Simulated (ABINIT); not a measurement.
Computed results, one entry a study.

### KRb2ScF6 (Fm-3m): G0W0 with ABINIT, start to end

It takes space group Fm-3m (No. 225, cubic). The conventional cell has a = 9.019 Å, b = 9.019 Å, c = 9.019 Å, α = 90.00°, β = 90.00°, γ = 90.00°. K has 6 F at 2.53 Å nearest. Nearest to Rb lie 12 F at 3.20 Å. Sc has 6 F at 1.98 Å nearest. F has 1 Sc at 1.98 Å and 1 K at 2.53 Å and 4 Rb at 3.20 Å nearest. Farther neighbours, and contacts between anions beyond the nearest, are not listed.

```xyz
10
Lattice="0.0000 4.5095 4.5095 4.5095 0.0000 4.5095 4.5095 4.5095 0.0000" Properties=species:S:1:pos:R:3 pbc="T T T"
K     4.5095    4.5095    4.5095
Rb    2.2547    2.2547    2.2547
Rb    6.7642    6.7642    6.7642
Sc    0.0000    0.0000    0.0000
F     1.9842    4.5095    4.5095
F     4.5095    1.9842    4.5095
F     7.0348    4.5095    4.5095
F     4.5095    7.0348    4.5095
F     4.5095    4.5095    1.9842
F     4.5095    4.5095    7.0348
```

- method: RPA screening on LDA, plane waves, norm-conserving pseudopotentials (and 2 further levels or steps)
- program: ABINIT 10.8.3
- settings: cutoff 36 Ha, PseudoDojo scalar-relativistic 0.4.1 standard, norm-conserving, ngkpt (2, 2, 2), nband 263, ecuteps 4.8 Ha, inclvkb 2, shiftk (0, 0, 0), symchi 1, awtr 1, frequency ppm, 2×2×2 k-mesh
- notes: The program’s warnings: nproc spkpt=  >= nkpt= * nsppol=. The cell and positions come from the Crystallography Open Database and are kept as given unless a step says otherwise. Limits: no spin-orbit coupling. The 2×2×2 mesh is coarse for this cell, which bears on the long-range parts of exchange and screening.
- LDA gap: 6.25 eV, direct
- G0W0 gap on the mesh: 9.82 eV
- GW settings: 2×2×2 mesh, 263 bands, screening to 130.6 eV, Godby-Needs plasmon pole
- known limits: short of the basis limit; no spin-orbit coupling; coarse k mesh

G0W0 moves the gap on the mesh from 6.25 eV to 9.82 eV (+3.57 eV), with Z of 0.80 and 0.90 at the edges. Local fields lower the RPA ε∞ on this mesh from 2.32 to 2.08; a Γ-centred mesh this coarse tends to raise both, most where the direct gap is narrow, while a short band sum lowers them.

[Long decimals in the printed logs are rounded to 6 places.]

[Logs are printed without paths, hosts, clocks, repeated set-up lines and the standing remarks that a program may print on its own settings, such as how far it seeks lower states.]

[Paths, hosts, dates, memory and timing lines, banners, echoed tables and standing remarks are left out of the program output; an Ansatz launch command may be rebuilt from the run's recorded settings. Measured values are a selection of at most five: reports struck by readers or far from the other reports are left out. None is set beside runs whose start may be inverted or whose files or cutoffs have a known fault.]

[Runs of the session that timed out or met a known fault of the program may be left out.]

[Hosts, paths, dates, database ids (printed as entryN), source tags and the programs' standing remarks are cut or masked in the printed files.]

[G0W0 gaps are taken among the corrected bands and points alone; a level outside them can change the order at an edge.]

[Where Ansatz stands beside ABINIT at settings called matched, ABINIT's density can come from a denser mesh and the files from another edition; pairs whose starting gaps differed by over 0.03 eV were left out, so agreement reads better than it is.]
